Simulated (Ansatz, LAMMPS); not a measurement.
# Molecular dynamics of glassy 82SiO2-11Al2O3-4ZnO-4MgO (mol %) (88 atoms)

How do the atoms of glassy 82SiO2-11Al2O3-4ZnO-4MgO (mol %) (88 atoms) move, and what local order do they keep?

Program: Ansatz 0.2.0. Level of theory: Kohn-Sham DFT, PBE, PAW (set soft_2), plane waves. Results are calculated unless marked as measured.

### 1. Set-up

The cell holds 88 atoms: 23 Si, 6 Al, 1 Zn, 1 Mg and 57 O. Its edges and angles: a = 10.522 Å, b = 10.522 Å, c = 10.522 Å, α = 90.0°, β = 90.0°, γ = 90.0°. 88 atoms (23 Si, 6 Al, 1 Zn, 1 Mg, 57 O) placed at random at 2.41 g/cm³, melted at 4000 K for 10 ps at fixed volume with the Morse and Coulomb pair potential with partial charges (Pedone, Malavasi, Menziani, Cormack and Segre, J. Phys. Chem. B 110, 11780 (2006)). Quenched from 4000 K to 300 K at 6 K/ps and fixed volume, held 10 ps at zero pressure.

Limits known from the start: The quench rate of 6 K/ps far exceeds what a furnace or splat quench reaches, so expect more defects and frozen-in strain than in a real sample. The starting topology of bonds comes from the classical model. Only the Γ point is sampled, in a cell whose shortest periodic width is 11 Å.

### 2. Single point at the start

The forces at the start show how far the geometry lies from a minimum of this functional.

input.yaml

```yaml
crystal:
  lattice:
    - [10.52212, 0.0, 0.0]
    - [0.0, 10.52212, 0.0]
    - [0.0, 0.0, 10.52212]
  atoms:
    - { symbol: Si, position: [0.00322, 0.2995, 0.98328] }
    - { symbol: Si, position: [0.74651, 0.45551, 0.90463] }
    - { symbol: Si, position: [0.04497, 0.27495, 0.68276] }
    - { symbol: Si, position: [0.72473, 0.75814, 0.87153] }
    [... 78 atom lines left out ...]
    - { symbol: O, position: [0.82154, 0.64458, 0.14696] }
    - { symbol: O, position: [0.63222, 0.41693, 0.99646] }
    - { symbol: O, position: [0.42464, 0.60154, 0.84076] }
    - { symbol: O, position: [0.46164, 0.74067, 0.06086] }
    - { symbol: O, position: [0.10219, 0.80205, 0.76481] }
    - { symbol: O, position: [0.67237, 0.35396, 0.23437] }
kpoints:
  mp_grid: { grid: [1, 1, 1] }
hamiltonian:
  xc: pbe
scf:
  occupations: { method: gaussian, width: 0.025 }
output:
  forces: true
```

Launch:

```bash
$ ansatz run input.yaml --threads 4 --pin off --max-ram 8192MiB --backend cpu --events-out ev --progress --plain --runs-dir out
```

The job ended after 11 s (4 threads of Intel Xeon Platinum 8375C at 2.90GHz (Ice Lake), shared host; peak memory 1.5 GiB).

The run gave:

```yaml
free_energy: -55522.5651 eV
free_energy_per_atom: -630.9382 eV/atom
scf_cycles: 9
r_m_s_force_component: 1.221 eV/Å
longest_force: 4.707 eV/Å
fermi_energy: 4.958 eV
```

The r.m.s. force component of 1.2 eV/Å sets the starting point.

Neighbours are counted within 2.16 Å (O-Si), 2.33 Å (O-Al), 2.58 Å (O-Mg), 2.50 Å (O-Zn).

Length of the force by element and coordination:

```tsv
element	coordination	atoms	mean length of the force (eV/Å)	spread	least	most
Al	all	6	1.35	0.705	0.646	2.45
Mg	all	1	1.14	0	1.14	1.14
O	all	57	1.72	0.852	0.344	4.11
O	2	49	1.73	0.862	0.344	4.11
O	3	7	1.74	0.824	0.957	3.16
O	4	1	1.21	0	1.21	1.21
Si	all	23	2.43	1.08	0.851	4.71
Zn	all	1	2.41	0	2.41	2.41
```

### 3. Dynamics at 600 K

A Langevin thermostat couples each atom to a heat bath, at the price of damped dynamics. The time step is 1.0 fs.

Edit input.yaml of step 2 so:

```diff
@@ -15 +15,8 @@
   forces: true
+md:
+  timestep: 1.0
+  n_steps: 330
+  ensemble: nvt_langevin
+  temperature: 600
+  initial_velocities: maxwell_boltzmann
+  seed: 1046
```

The job ended after 35 min (4 threads; peak memory 1.6 GiB; 2.1 h of CPU time).

The program notes that it switched symmetry off.

Rows from the run:

```tsv
time (fs)	T (K)	potential (meV/atom)
0.0	593	0.0
22.0	645	-1.8
44.0	561	21.9
66.0	628	10.7
88.0	638	13.6
110.0	657	11.0
132.0	637	13.6
154.0	646	6.8
176.0	563	11.7
198.0	621	5.3
220.0	524	13.3
242.0	542	11.9
264.0	585	0.0
286.0	515	6.0
308.0	567	4.2
330.0	606	7.6
```

Mean square displacement from the first frame to the last: Si 0.041 Å², Al 0.056 Å², Zn 0.033 Å², Mg 0.79 Å², O 0.097 Å².

Table of mean square displacement by time lag:

```tsv
time lag (fs)	Al (Å²)	Mg (Å²)	O (Å²)	Si (Å²)	Zn (Å²)
1.0	5.5e-5	5.5e-5	9.3e-5	5.6e-5	2.2e-5
7.0	0.00255	0.00260	0.00426	0.00254	0.00108
14.0	0.00908	0.00971	0.0144	0.00829	0.00421
28.0	0.0257	0.0327	0.0372	0.0178	0.0158
35.0	0.0334	0.0463	0.0484	0.0205	0.0238
42.0	0.0406	0.0604	0.0592	0.0232	0.0329
48.0	0.0466	0.0725	0.0673	0.0258	0.0412
55.0	0.0532	0.0864	0.0748	0.0291	0.0513
69.0	0.0639	0.113	0.0864	0.0349	0.0712
76.0	0.0676	0.126	0.0915	0.0368	0.0802
83.0	0.0705	0.138	0.0962	0.0382	0.0883
89.0	0.0726	0.148	0.1000	0.0397	0.0949
96.0	0.0748	0.157	0.104	0.0420	0.102
110.0	0.0781	0.169	0.113	0.0469	0.116
117.0	0.0787	0.173	0.116	0.0484	0.122
124.0	0.0786	0.175	0.119	0.0493	0.127
130.0	0.0784	0.178	0.121	0.0501	0.131
137.0	0.0784	0.182	0.123	0.0510	0.135
151.0	0.0780	0.199	0.127	0.0522	0.137
158.0	0.0766	0.214	0.128	0.0524	0.135
165.0	0.0743	0.231	0.129	0.0525	0.132
```

Over the second half of 330 fs the temperature averages 581 K with swings of 40 K r.m.s. From first frame to last Mg has the largest mean square displacement, 0.79 Å² at the end; the farthest move is 0.89 Å. The count of bonds goes from 123 in the first frame to 125 in the last, by one set of cutoffs: 2 pairs passed out of them and 4 came within. The run spans 0.33 ps, too short for its means to be equilibrium values.

### 4. Distances and neighbours late in the run

The g(r) is a mean over the second half; what follows it is taken at the last frame.

Bonds before and after, by the cutoffs listed below:

```tsv
pair	bonds before	bonds after	mean before (Å)	mean after (Å)	spread before (Å)	spread after (Å)
O-Si	92	93	1.614	1.645	0.065	0.085
O-Al	24	25	1.754	1.835	0.081	0.140
O-Mg	3	4	2.058	2.132	0.098	0.221
O-Zn	4	3	2.081	1.955	0.076	0.187
```

Density 2.58 g/cm³, 13.24 Å³ an atom.

Mean of 14 frames. g(r), total and by pair (bins of 0.2 Å):

```tsv
r (Å)	total	O-O	O-Si	O-Al	O-Mg	O-Zn	Si-Si
1.40	0.01	0.00	0.03	0.00	0.00	0.00	0.00
1.60	3.71	0.00	10.53	1.64	0.00	0.00	0.00
1.80	1.22	0.00	1.52	7.19	1.92	2.79	0.00
2.00	0.21	0.00	0.07	1.29	2.25	2.59	0.00
2.20	0.07	0.01	0.02	0.28	0.85	1.81	0.00
2.40	0.29	0.61	0.02	0.13	1.02	0.40	0.00
2.60	1.50	3.47	0.03	0.23	0.52	0.44	0.02
2.80	1.25	2.48	0.07	0.29	0.97	0.30	0.85
3.00	0.89	1.18	0.23	0.22	0.45	0.32	2.64
3.20	0.83	0.63	0.44	0.45	0.23	0.29	3.33
3.40	0.73	0.54	0.94	0.86	0.25	0.59	0.18
3.60	0.88	0.62	1.40	0.93	0.98	0.91	0.12
3.80	1.09	0.71	1.77	1.25	1.77	1.37	0.23
4.00	1.22	0.78	1.76	1.72	2.00	1.56	0.65
4.20	1.27	0.75	1.77	2.08	1.90	1.42	1.07
4.40	1.09	0.88	1.12	1.45	1.65	1.53	1.69
4.60	0.94	1.04	0.71	1.05	1.33	1.21	1.29
4.80	0.97	1.21	0.63	0.70	0.73	0.81	1.54
5.00	1.04	1.50	0.60	0.54	0.28	0.47	1.19
5.20	1.06	1.43	0.77	0.67	0.53	0.60	1.11
```

Bonds by pair of elements; cutoffs follow the first minimum of g(r), held within bounds set by covalent radii, and pairs that aren't listed don't count as bonded:

```tsv
pair A-B	cutoff (Å)	bonds	mean length (Å)	spread (Å)	shortest (Å)	B about A	A about B
O-Si	2.16	93	1.65	0.085	1.52	1.63	4.04
O-Al	2.38	25	1.83	0.14	1.62	0.439	4.17
O-Mg	2.42	4	2.13	0.221	1.89	0.07	4
O-Zn	2.43	3	1.96	0.187	1.81	0.053	3
```

How many atoms have how many bonded neighbours:

```tsv
element	mean	2	3	4	5
Al	4.17	0	0	5	1
Mg	4	0	0	1	0
O	2.19	46	11	0	0
Si	4.04	0	0	22	1
Zn	3	0	1	0	0
```

Bond angles, per cent of each kind in bins of 5°:

```tsv
angle (°)	O-Si-O	O-Al-O	Si-O-Si	Al-O-Si
70–75	0.0	2.5	0.0	0.0
75–80	0.0	2.5	0.0	0.0
80–85	2.8	10.0	0.0	0.0
85–90	0.0	2.5	0.0	0.0
90–95	3.5	7.5	0.0	4.3
95–100	3.5	12.5	0.0	8.7
100–105	25.4	2.5	0.0	8.7
105–110	17.6	7.5	0.0	4.3
110–115	25.4	22.5	5.3	0.0
115–120	14.1	5.0	2.6	8.7
120–125	4.9	10.0	10.5	0.0
125–130	1.4	7.5	5.3	8.7
130–135	0.0	5.0	10.5	17.4
135–140	0.0	0.0	7.9	8.7
140–145	0.7	0.0	13.2	4.3
145–150	0.0	0.0	18.4	8.7
150–155	0.7	0.0	10.5	0.0
155–160	0.0	0.0	2.6	4.3
160–165	0.0	2.5	7.9	8.7
165–170	0.0	0.0	2.6	0.0
170–175	0.0	0.0	2.6	4.3
```

Bond angles (no mean is given where the spread exceeds 20°):

```tsv
angle	count	mean (°)	spread (°)
O-Si-O	142	109	9.5
O-Al-O	40	108	17.5
Si-O-Si	38	142	14.5
Al-O-Si	23	-	-
Al-O-Al	6	118	18.6
```

Oxygen atoms by the number of network formers (Si, P, Ge, B, Al, As, Ga) bound to them:

```tsv
network formers bound to O	O atoms	per cent
0	0	0
1	2	3.5
2	49	86
3	6	10.5
```

Network units: each former by its oxygen neighbours and how many of them bridge to another former:

```tsv
former	O neighbours	bridging O	atoms
Si	4	3	1
Si	4	4	21
Si	5	4	1
Al	4	4	5
Al	5	5	1
```

Bond length by coordination (bonds to H left out):

```tsv
element	coordination	atoms	mean bond length (Å)
Al	4	5	1.83
Al	5	1	1.87
O	2	46	1.65
O	3	11	1.86
Si	4	22	1.64
Si	5	1	1.80
```

Rings of the network by King's shortest-path rule, up to 12 atoms, one path for each pair of neighbours; H, halogens, alkali and alkaline-earth atoms are left out, and the last column divides by all other atoms, bonded or not:

```tsv
ring size (atoms)	rings	per network atom
4	2	0.023
6	2	0.023
8	9	0.103
10	22	0.253
12	23	0.264
```

With the cutoffs above, 83 % of Al atoms have 4, all Mg atoms have 4, 81 % of O atoms have 2 and 96 % of Si atoms have 4 bonded neighbours. The O-Si-O angle averages 109° with a spread of 10°. Counting bonds to Si and Al alone, not to Zn, 86 % of the oxygens join two of these atoms and 4 % one; 10 % join three. The commonest Si unit has 4 oxygens, 4 of them shared with other formers (21 of 23 atoms). Rings of 12 atoms are the most common (40 % of those counted); sizes run from 4 to 12, where the search stops.

### 5. Single point at the last frame

The last frame is solved once more, with the analyses that the dynamics left out.

input.yaml

```yaml
crystal:
  lattice:
    - [10.52212, 0.0, 0.0]
    - [0.0, 10.52212, 0.0]
    - [0.0, 0.0, 10.52212]
  atoms:
    - { symbol: Si, position: [0.99705, 0.30223, 0.9571] }
    - { symbol: Si, position: [0.75153, 0.45306, 0.88363] }
    - { symbol: Si, position: [0.02924, 0.26998, 0.66829] }
    - { symbol: Si, position: [0.72333, 0.75456, 0.86106] }
    [... 78 atom lines left out ...]
    - { symbol: O, position: [0.85608, 0.68892, 0.12032] }
    - { symbol: O, position: [0.62009, 0.42333, 0.95658] }
    - { symbol: O, position: [0.42554, 0.58108, 0.8404] }
    - { symbol: O, position: [0.42513, 0.73259, 0.06631] }
    - { symbol: O, position: [0.07962, 0.8008, 0.74819] }
    - { symbol: O, position: [0.67333, 0.33909, 0.18947] }
kpoints:
  mp_grid: { grid: [1, 1, 1] }
hamiltonian:
  xc: pbe
scf:
  occupations: { method: gaussian, width: 0.025 }
output:
  forces: true
  stress: true
  populations: intrinsic
  dos:
    method: { smearing: { sigma: 0.1 } }
    de: 0.1
    projected: { site_lists: { Al: [Al], Mg: [Mg], O: [O], Si: [Si], Zn: [Zn] } }
  eigenvalues: true
  write_density: true
  write_potential: true
  volumetric_format: npy
  elf: true
```

Elapsed: 15 s, on 4 threads; peak memory 1.5 GiB; 53 s of CPU time.

The run gave:

| Item | Value |
| --- | --- |
| free energy | -55521.8975 eV |
| free energy per atom | -630.9307 eV/atom |
| SCF cycles | 9 |
| pressure | 1.985 GPa |
| r.m.s. force component | 1.31 eV/Å |
| longest force | 5.084 eV/Å |
| Fermi energy | 5.093 eV |
| gap (highest filled to lowest empty level) | 3.597 eV |

Neighbours are counted within 2.16 Å (O-Si), 2.38 Å (O-Al), 2.42 Å (O-Mg), 2.43 Å (O-Zn), the cutoffs taken from the dynamics.

Length of the force by element and coordination:

```tsv
element	coordination	atoms	mean length of the force (eV/Å)	spread	least	most
Al	all	6	1.88	0.925	1.16	3.87
Al	4	5	2.00	0.973	1.16	3.87
Al	5	1	1.31	0	1.31	1.31
Mg	all	1	0.609	0	0.609	0.609
O	all	57	1.75	0.914	0.301	4.60
O	2	46	1.79	0.950	0.301	4.60
O	3	11	1.59	0.725	0.800	3.21
Si	all	23	2.69	1.26	0.794	5.08
Si	4	22	2.58	1.18	0.794	4.93
Si	5	1	5.08	0	5.08	5.08
Zn	all	1	0.846	0	0.846	0.846
```

Intrinsic-atomic-orbital charges by element and coordination:

```tsv
element	coordination	atoms	mean charge (e)	spread	least	most
Al	all	6	1.35	0.0204	1.32	1.38
Al	4	5	1.35	0.0222	1.32	1.38
Al	5	1	1.34	0	1.34	1.34
Mg	all	1	1.68	0	1.68	1.68
O	all	57	-0.899	0.0494	-1.13	-0.845
O	2	46	-0.894	0.048	-1.13	-0.845
O	3	11	-0.919	0.0498	-1.04	-0.851
Si	all	23	1.74	0.0362	1.66	1.79
Si	4	22	1.74	0.0326	1.67	1.79
Si	5	1	1.66	0	1.66	1.66
Zn	all	1	1.50	0	1.50	1.50
```

Density of states as counts of states in windows of 1 eV (from the Fermi level), total and the larger projections:

```tsv
from (eV)	to (eV)	total	O p	Si p
-14	-12	0.0	0.0	0.0
-12	-11	11.2	7.5	0.4
-11	-10	11.1	7.6	0.8
-10	-9	17.1	12.2	1.9
-9	-8	28.0	20.8	4.2
-8	-7	31.5	22.8	4.1
-7	-6	39.5	27.8	3.4
-6	-5	55.0	47.1	2.9
-5	-4	60.4	55.4	1.8
-4	-3	62.1	58.3	1.1
-3	-2	30.9	29.4	0.4
-2	-1	5.1	4.8	0.1
-1	1	0.0	0.0	0.0
1	2	2.0	0.1	0.1
2	3	0.5	0.1	0.1
3	4	9.4	1.3	1.4
4	5	16.0	2.2	4.1
```

Between -26 and -14 eV lie 114 more states.

The levels nearest the highest filled one (over half full), pooled over k-points and spins:

```tsv
level less the highest filled one (eV)	occupation
-0.314	2
-0.261	2
-0.211	2
-0.188	2
-0.162	2
0	2
3.60	0
4.86	0
5.20	0
5.37	0
5.62	0
5.69	0
```

Mean intrinsic-atomic-orbital charges: Al +1.35, Mg +1.68, O -0.90, Si +1.74, Zn +1.50 e.

### 6. Summary of results

* mean temperature, second half: 580.7 K
* temperature swing, second half: 39.62 K
* free energy per atom: -630.9307 eV/atom
* pressure: 1.985 GPa
* r.m.s. force component: 1.31 eV/Å
* gap (highest filled to lowest empty level): 3.597 eV
* wall time of the 3 DFT runs: 36 min

In words: Over the second half of 330 fs the temperature averages 581 K with swings of 40 K r.m.s. The count of bonds goes from 123 in the first frame to 125 in the last, by one set of cutoffs: 2 pairs passed out of them and 4 came within. The run spans 0.33 ps, too short for its means to be equilibrium values. With the cutoffs above, 83 % of Al atoms have 4, all Mg atoms have 4, 81 % of O atoms have 2 and 96 % of Si atoms have 4 bonded neighbours. Counting bonds to Si and Al alone, not to Zn, 86 % of the oxygens join two of these atoms and 4 % one; 10 % join three. The highest filled and lowest empty levels differ by 3.60 eV (at Γ alone); a semilocal functional tends to put such gaps too low. In a disordered cell it changes from sample to sample, and tail or defect levels can set it.

**Limits.** The starting topology of bonds comes from the classical model; in DFT 2 of its 123 bonded pairs passed out of the cutoffs and 4 came within them. The pressure of 2.0 GPa is that of one thermal frame at a volume set beforehand, without the kinetic term.

[Logs are printed without paths, hosts, clocks, repeated set-up lines and the standing remarks that a program may print on its own settings, such as how far it seeks lower states.]

[Hosts, paths, dates, database ids (printed as entryN), source tags and the programs' standing remarks are cut or masked in the printed files.]
